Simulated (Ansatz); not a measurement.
# TiC (Fm-3m): modes against biaxial strain in the (001) plane

Aim: how do the optical modes of TiC (Fm-3m) shift and split under this strain?

Calculated with Ansatz 0.2.0; DFT PBEsol, scalar-relativistic, plane waves, PAW; PAW set soft_1.

Most raw output is cut from this account.

The database entry behind the starting cell differs from later determinations by our own check (0.1 to 0.3 % short, probably kX units), so it need not match the best structure at ambient conditions.

## Step 1: The structure

Symmetry: Fm-3m, No. 225, cubic system. The conventional cell has a = 4.319 Å, b = 4.319 Å, c = 4.319 Å, α = 90.00°, β = 90.00°, γ = 90.00°. Nearest to C lie 6 Ti at 2.16 Å. Nearest to Ti lie 6 C at 2.16 Å. Farther neighbours are not listed.

## Step 2: Relaxation

The cell and atoms are relaxed, since residual forces and stress would shift the frequencies.

input.yaml reads:

```yaml
crystal:
  lattice:
    - [0.0, 2.1593, 2.1593]
    - [2.1593, 0.0, 2.1593]
    - [2.1593, 2.1593, 0.0]
  atoms:
    - { symbol: C, position: [0.5, 0.5, 0.5] }
    - { symbol: Ti, position: [0.0, 0.0, 0.0] }
kpoints:
  mp_grid: { grid: [16, 16, 16] }
hamiltonian:
  xc: pbesol
  pseudopotentials: { kind: paw, azcp: { folder: soft_1 }, xc_functional: pbe }
scf:
  occupations: { method: gaussian, width: 0.1 }
output:
  forces: true
  stress: true
  eigenvalues: true
relax:
  adjacent_minimum: "off"
  f_tol: 0.005
  max_steps: 80
  cell: { stress_tol: 0.05 }
```

On the command line:

```console
$ ansatz run input.yaml --threads 4 --pin off --max-ram 10240MiB --backend cpu --events-out ev --progress --plain --runs-dir out
```

Run time: 1.2 s. Hardware: 4 threads of AMD EPYC 9R45, shared host; peak memory 0.42 GiB.

Relaxation path:

```
step  energy less that of the first step (eV)  largest force component (eV/Å)  pressure (GPa)  volume (Å³)
   1                                   0.0000                          0.0000           -4.62        20.14
   2                                  -0.0056                          0.0000           -0.56        19.82
   3                                  -0.0057                          0.0000            0.02        19.78
  4*                                  -0.0052                          0.0000           -0.01        19.78
```

Relaxation steps marked * repeat the geometry before them on a plane-wave basis chosen anew for their cell, so energy and pressure can jump there.

Forces are held to the 48 operations that the run works with; a distortion that breaks them can't arise in this run.

```
conventional cell, symmetrised  before  after  change
                         a (Å)   4.319  4.293  -0.6 %
                         b (Å)   4.319  4.293  -0.6 %
                         c (Å)   4.319  4.293  -0.6 %
              volume (Å³/atom)   10.07   9.89  -1.8 %
```

The relaxed structure:

```
C Ti
1.0
     0.00000    2.14647    2.14647
     2.14647    0.00000    2.14647
     2.14647    2.14647    0.00000
C Ti
1 1
Direct
  0.50000 0.50000 0.50000
  0.00000 0.00000 0.00000
```

Numbers from this step:

```yaml
pressure: -0.01010 GPa
volume_per_atom: 9.889 Å³
gap_on_the_k_mesh: 0 eV
```

In this step the volume went from 10.07 to 9.89 Å³/atom.

## Step 3: Tight relaxation

Phonons need small forces and stress, so the relaxation is finished with tight tolerances on 16×16×16 k points.

input.yaml, the sections that differ from step 2:

```yaml
crystal:
  lattice:
    - [0.0, 2.1464662778, 2.1464662778]
    - [2.1464662778, 0.0, 2.1464662778]
    - [2.1464662778, 2.1464662778, 0.0]
  atoms:
    - { symbol: C, position: [0.5, 0.5, 0.5] }
    - { symbol: Ti, position: [0.0, 0.0, 0.0] }
scf:
  occupations: { method: methfessel_paxton, width: 0.2 }
output:
  forces: true
  stress: true
  eigenvalues: true
  write_density: true
  write_potential: true
  elf: true
  volumetric_format: npy
relax:
  adjacent_minimum: "off"
  f_tol: 0.001
  max_steps: 60
  cell: { stress_tol: 0.01 }
# kpoints, hamiltonian: as in step 2
```

Elapsed: 1.1 s, on 4 threads; peak memory 0.42 GiB; 3.6 s of CPU time.

Little changed from the start: no atom moved by 0.005 Å and no cell edge by 0.1 %.

This step gave:

| Item | Value |
| --- | --- |
| pressure | -0.001471 GPa |

ELF in the ac plane of the conventional cell at fractional y = 0.000, with atoms of C and Ti within 0.2 Å of it. It is the smooth field of the valence electrons, not physical close to the nuclei.

Ten even steps from '0' (0.10) to '9' (0.76), each cell a mean:
```
89527942794389
86217998994148
32014777763013
54321123211344
99830256411699
58942699842797
05953887963782
27943898952794
89941488621799
77630133201477
32113445432112
64116999983025
98427975894269
79637820595388
```
Columns run along a (4.3 Å), rows up along c (4.3 Å), edges of the conventional cell, whose origin can differ from the input's. Atoms in or near the plane, at fractional coordinates: C at (0.50, 0.00), C at (0.00, 0.50), Ti at (0.00, 0.00), Ti at (0.50, 0.50).

Electrostatic potential energy in the ac plane of the conventional cell at fractional y = 0.000, with atoms of C and Ti within 0.2 Å of it. With pseudopotentials it is smooth inside the atoms' cores, unlike the true potential.

Ten even steps from '0' (-39 eV) to '9' (15 eV), each cell a mean:
```
22489500279632
23699854699853
67899998999986
89999987899999
78998644579997
14897322258962
01786222247840
02796322248950
46998532369985
89999866789999
78999998999998
45799977899864
22589621489732
22478400178622
```
Columns run along a (4.3 Å; values clipped at the 3rd and 97th percentile), rows up along c (4.3 Å), edges of the conventional cell, whose origin can differ from the input's. Atoms in or near the plane, at fractional coordinates: C at (0.50, 0.00), C at (0.00, 0.50), Ti at (0.00, 0.00), Ti at (0.50, 0.50).

Valence density in the ac plane of the conventional cell at fractional y = 0.000, with atoms of C and Ti within 0.2 Å of it. It is the smooth field of the valence electrons, not physical close to the nuclei.

Ten even steps from '_' (0 e/Å³) to '@' (11 e/Å³), each cell a mean:
```
%%++..______......______::##
--::____________________..::
____________________________
____________________________
____________......__________
..________::++**--..______..
....______--%%@@**..______..
....______::##%%++..______..
__________..::--::__________
____________________________
____________________________
....______________________..
**--..______....________::++
@@**..______......______--%%
```
Columns run along a (4.3 Å), rows up along c (4.3 Å), edges of the conventional cell, whose origin can differ from the input's. Atoms in or near the plane, at fractional coordinates: C at (0.50, 0.00), C at (0.00, 0.50), Ti at (0.00, 0.00), Ti at (0.50, 0.50).

The forces vanish by symmetry and the pressure is -0.001 GPa, within the tolerances set. The cell now holds 9.89 Å³/atom.

## Step 4: Zone-centre response at rest

Phonons follow from the second derivative of the energy, found here by linear response.

The modes at rest are the reference of the series.

input.yaml, the sections that differ from step 3:

```yaml
crystal:
  lattice:
    - [0.0, 2.146443317, 2.146443317]
    - [2.146443317, 0.0, 2.146443317]
    - [2.146443317, 2.146443317, 0.0]
  atoms:
    - { symbol: C, position: [0.5, 0.5, 0.5] }
    - { symbol: Ti, position: [0.0, 0.0, 0.0] }
output:
  eigenvalues: true
phonons:
  method: dfpt
# kpoints, hamiltonian, scf: as in step 3
# relax: removed
```

Elapsed: 2.6 s, on 4 threads; peak memory 0.63 GiB.

Numbers from this step:

* sum-rule residual before enforcement: 2.63e-5 eV/Å²
* point group: m-3m
* highest optical mode at the zone centre (no LO-TO term): 542.5 cm⁻¹
* lowest optical zone-centre mode: 542.5 cm⁻¹

Patterns of degenerate modes are one choice out of their space. Modes at Γ, with each element's share of the kinetic energy:

```
mode  frequency (cm⁻¹)  symmetry  C %  Ti %
   1               0.0  acoustic   20    80
   2               0.0  acoustic   20    80
   3               0.0  acoustic   20    80
   4             542.5       T1u   80    20
   5             542.5       T1u   80    20
   6             542.5       T1u   80    20
```

Displacements in mode 6 (542.5 cm⁻¹), the largest set to 1:
```
C1   0.00  0.00  1.00
Ti2  0.00  0.00 -0.25
```

Before it was imposed, the acoustic sum rule was missed by 2.6e-5 eV/Å². Small misses are needed for a sound result but don't prove that mesh and cutoff are converged. The lowest optical mode is real, 542 cm⁻¹.

## Step 5: A member of the series: biaxial strain of +4 % in the (001) plane

The cell takes a biaxial strain of +4 % in the (001) plane. The strained lengths are held, while the rest of the cell and the atoms relax.

input.yaml, the sections that differ from step 4:

```yaml
crystal:
  lattice:
    - [0.0, 2.2323010498, 2.1196664965]
    - [2.2323010498, 0.0, 2.1196664965]
    - [2.2323010498, 2.2323010498, 0.0]
  atoms:
    - { symbol: C, position: [0.5, 0.5, 0.5] }
    - { symbol: Ti, position: [0.0, 0.0, 0.0] }
  conventional_axes: [[-1, 1, 1], [1, -1, 1], [1, 1, -1]]
output:
  forces: true
  stress: true
  eigenvalues: true
relax:
  adjacent_minimum: "off"
  f_tol: 0.001
  max_steps: 60
  cell: { stress_tol: 0.01, fix: [a, b, gamma] }
# kpoints, hamiltonian, scf: as in step 4
# phonons: removed
```

The job ended after 3.6 s (4 threads; peak memory 0.48 GiB; 13 s of CPU time).

Relaxation path:

```
step  energy less that of the first step (eV)  largest force component (eV/Å)  pressure (GPa)  volume (Å³)
   1                                   0.0000                          0.0000          -14.24        21.13
   2                                  -0.0005                          0.0000          -13.64        21.08
   3                                  -0.0006                          0.0000          -13.27        21.05
   4                                  -0.0006                          0.0000          -13.28        21.05
  5*                                  -0.0005                          0.0000          -13.29        21.05
   6                                  -0.0005                          0.0000          -13.28        21.05
  7*                                  -0.0005                          0.0000          -13.28        21.05
```

Relaxation steps marked * repeat the geometry before them on a plane-wave basis chosen anew for their cell, so energy and pressure can jump there.

Forces are held to the 16 operations that the run works with; a distortion that breaks them can't arise in this run.

```
conventional cell, symmetrised  before  after  change
                         a (Å)   3.157  3.157  +0.0 %
                         b (Å)   3.157  3.157  +0.0 %
                         c (Å)   4.239  4.223  -0.4 %
              volume (Å³/atom)   10.56  10.52  -0.4 %
```

The relaxed structure:

```xyz
2
Lattice="0.0000 2.2323 2.1117 2.2323 0.0000 2.1117 2.2323 2.2323 0.0000" Properties=species:S:1:pos:R:3 pbc="T T T"
C     2.2323    2.2323    2.1117
Ti    0.0000    0.0000    0.0000
```

This step gave:

| Property | Result |
| --- | --- |
| pressure | -13.28 GPa |
| volume per atom | 10.52 Å³ |

The forces vanish by symmetry.

## Step 6: Zone-centre modes of the member: biaxial strain of +4 % in the (001) plane

The zone-centre modes follow for biaxial strain of +4 % in the (001) plane.

input.yaml, the sections that differ from step 5:

```yaml
crystal:
  lattice:
    - [0.0, 2.2323010498, 2.1117492798]
    - [2.2323010498, 0.0, 2.1117492798]
    - [2.2323010498, 2.2323010498, 0.0]
  atoms:
    - { symbol: C, position: [0.5, 0.5, 0.5] }
    - { symbol: Ti, position: [0.0, 0.0, 0.0] }
output:
  eigenvalues: true
phonons:
  method: dfpt
# kpoints, hamiltonian, scf: as in step 5
# relax: removed
```

It took 6.5 s on 4 threads; peak memory 0.85 GiB.

Numbers from this step:

```
sum-rule residual before enforcement                    : 5.63e-5 eV/Å²
point group                                             : 4/mmm
highest optical mode at the zone centre (no LO-TO term) : 567.5 cm⁻¹
lowest optical zone-centre mode                         : 438.0 cm⁻¹
```

Patterns of degenerate modes are one choice out of their space. Modes at Γ, with each element's share of the kinetic energy:

```
mode  frequency (cm⁻¹)  symmetry  C %  Ti %
   1               0.0  acoustic   20    80
   2               0.0  acoustic   20    80
   3               0.0  acoustic   20    80
   4             438.0        Eu   80    20
   5             438.0        Eu   80    20
   6             567.5       A2u   80    20
```

Displacements in mode 4 (438.0 cm⁻¹), the largest set to 1:
```
C1   1.00  0.00  0.00
Ti2 -0.25  0.00  0.00
```

Displacements in mode 6 (567.5 cm⁻¹), the largest set to 1:
```
C1   0.00  0.00  1.00
Ti2  0.00  0.00 -0.25
```

The lowest optical mode is real, 438 cm⁻¹, and the highest lies at 567.5 cm⁻¹.

For the highest optical mode at the zone centre (no LO-TO term), step 4 gave 542 cm⁻¹; this run, with strain 4 %, gives 567 cm⁻¹ (+5 %).

## Step 7: A member of the series: biaxial strain of -4 % in the (001) plane

The cell takes a biaxial strain of -4 % in the (001) plane. The strained lengths are held, while the rest of the cell and the atoms relax.

input.yaml, the sections that differ from step 6:

```yaml
crystal:
  lattice:
    - [0.0, 2.0605855843, 2.1770505655]
    - [2.0605855843, 0.0, 2.1770505655]
    - [2.0605855843, 2.0605855843, 0.0]
  atoms:
    - { symbol: C, position: [0.5, 0.5, 0.5] }
    - { symbol: Ti, position: [0.0, 0.0, 0.0] }
  conventional_axes: [[-1, 1, 1], [1, -1, 1], [1, 1, -1]]
output:
  forces: true
  stress: true
  eigenvalues: true
relax:
  adjacent_minimum: "off"
  f_tol: 0.001
  max_steps: 60
  cell: { stress_tol: 0.01, fix: [a, b, gamma] }
# kpoints, hamiltonian, scf: as in step 6
# phonons: removed
```

The job ended after 3.5 s (4 threads; peak memory 0.47 GiB).

(Continued in part 2 of 2.)

[Logs are printed without paths, hosts, clocks, repeated set-up lines and the standing remarks that a program may print on its own settings, such as how far it seeks lower states.]

[Hosts, paths, dates, database ids (printed as entryN), source tags and the programs' standing remarks are cut or masked in the printed files.]
